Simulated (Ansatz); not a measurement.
# Series on amorphous carbon, by atoms

Do the results settle as the cell grows, and how fast does the cost rise?

Computed with Ansatz 0.2.0: Kohn-Sham DFT, PBE, PAW (set soft_2). Every run is a single point, with the atoms held where the recipe put them (cutoff of the plane-wave runs 420 eV, gaussian smearing of 0.05 eV).

First member: 64 atoms (64 C) placed at random at 2.92 g/cm³, melted at 6000 K for 10 ps at fixed volume with the Tersoff potential (Tersoff, Phys. Rev. B 39, 5566 (1989)). Quenched from 6000 K to 300 K at 100 K/ps and fixed volume, held 5 ps, then minimised at fixed cell.

Last member: 500 atoms (500 C) placed at random at 2.92 g/cm³, melted at 6000 K for 10 ps at fixed volume with the Tersoff potential (Tersoff, Phys. Rev. B 39, 5566 (1989)). Quenched from 6000 K to 300 K at 100 K/ps and fixed volume, held 5 ps, then minimised at fixed cell.

The members:

| atoms | reduced formula | atoms | valence electrons | k-mesh | basis | density (g/cm³) |
| --- | --- | --- | --- | --- | --- | --- |
| 64 | C | 64 | 256 | 1×1×1 | plane waves | 2.92 |
| 100 | C | 100 | 400 | 1×1×1 | plane waves | 2.92 |
| 150 | C | 150 | 600 | 1×1×1 | plane waves | 2.92 |
| 220 | C | 220 | 880 | 1×1×1 | plane waves | 2.92 |
| 330 | C | 330 | 1320 | 1×1×1 | plane waves | 2.92 |
| 500 | C | 500 | 2000 | 1×1×1 | plane waves | 2.92 |

Each cell is one sample from a classical run, so sample-to-sample scatter enters every column.

The input of the first member, without its atom lines; other members have their own cell and atoms, and may differ in mesh, basis and outputs:

```yaml
crystal:
  lattice:
    - [7.5903, 0.0, 0.0]
    - [0.0, 7.5903, 0.0]
    - [0.0, 0.0, 7.5903]
  atoms:
    [... 64 lines ...]
kpoints:
  mp_grid: { grid: [1, 1, 1] }
hamiltonian:
  xc: pbe
scf:
  occupations: { method: gaussian, width: 0.05 }
output:
  forces: true
  stress: true
  populations: intrinsic
  dos:
    method: { smearing: { sigma: 0.1 } }
    de: 0.1
    projected: { site_lists: { C: [C] } }
  eigenvalues: true
  write_density: true
  write_potential: true
  volumetric_format: npy
```

Results:

| atoms | energy less the largest cell's (meV/atom) | pressure (GPa) | r.m.s. force (eV/Å) |
| --- | --- | --- | --- |
| 64 | -42.1 | 7.84 | 1.42 |
| 100 | -69.5 | 7.23 | 1.30 |
| 150 | 3.4 | 0.834 | 1.40 |
| 220 | 7.6 | 3.08 | 1.29 |
| 330 | -11.8 | -2.01 | 1.35 |
| 500 | 0.0 | 1.06 | 1.25 |

Bonds in each cell, which the recipe sets and DFT didn't move; cutoffs follow each cell's own g(r) within set bounds (mean length in Å, and neighbours of the second kind about the first):

| atoms | C-C length | C-C count |
| --- | --- | --- |
| 64 | 1.484 | 3.25 |
| 100 | 1.484 | 3.24 |
| 150 | 1.500 | 3.25 |
| 220 | 1.496 | 3.25 |
| 330 | 1.510 | 3.31 |
| 500 | 1.499 | 3.26 |

Cost on 8 threads of AMD EPYC 7R43, shared host:

| atoms | atoms | basis | k-mesh | SCF cycles | time | host memory (GiB) | Δ force from the first basis (meV/Å) |
| --- | --- | --- | --- | --- | --- | --- | --- |
| 64 | 64 | plane waves | 1×1×1 | 9 | 2.6 s | 0.63 | - |
| 64 | 64 | support functions | 1×1×1 | 14 | 25 s | 1.5 | 1.4 |
| 100 | 100 | plane waves | 1×1×1 | 8 | 5.6 s | 0.97 | - |
| 100 | 100 | support functions | 1×1×1 | 13 | 45 s | 2.5 | 1.0 |
| 150 | 150 | plane waves | 1×1×1 | 10 | 12 s | 1.7 | - |
| 150 | 150 | support functions | 1×1×1 | 15 | 60 s | 3.0 | 1.1 |
| 220 | 220 | plane waves | 1×1×1 | 9 | 27 s | 2.7 | - |
| 220 | 220 | support functions | 1×1×1 | 15 | 78 s | 4.3 | 1.0 |
| 330 | 330 | plane waves | 1×1×1 | 9 | 73 s | 5.1 | - |
| 330 | 330 | support functions | 1×1×1 | 15 | 2.9 min | 6.4 | 1.2 |
| 500 | 500 | plane waves | 1×1×1 | 11 | 3.9 min | 8.8 | - |
| 500 | 500 | support functions | 1×1×1 | 12 | 4.8 min | 8.7 | 1.0 |

Times include the outputs that each run asked for, on hosts shared with other jobs.

The energy per atom of the smallest cell lies 42.1 meV below that of the largest; what changes from cell to cell is the k-sampling (alike in some members) and the sample. The two largest cells differ by 11.8 meV/atom. The pressure is lowest at 330 atoms (-2 GPa) and highest at 64 atoms (7.8 GPa). Support functions take 9.6 times the wall time of plane waves at 64 atoms and 1.3 times at 500 (the times hold unlike extra outputs; shared hosts, so rough; some runs shed caches under their memory cap, which slows them). All of the 6 members have partly filled levels at the Fermi energy, where the frontier levels stand at most 0.11 eV apart and the tails of the smearing reach across; spin polarisation, left out here, could split them.

Caveats: The quench rate of 100 K/ps is orders of magnitude faster than experiment, which tends to freeze in extra defects. The starting topology of bonds comes from the classical model, and needn't be the one that DFT or experiment would give. The cells aren't relaxed by DFT, which could reorder their energies.

[Logs are printed without paths, hosts, clocks, repeated set-up lines and the standing remarks that a program may print on its own settings, such as how far it seeks lower states.]

[Hosts, paths, dates, database ids (printed as entryN), source tags and the programs' standing remarks are cut or masked in the printed files.]
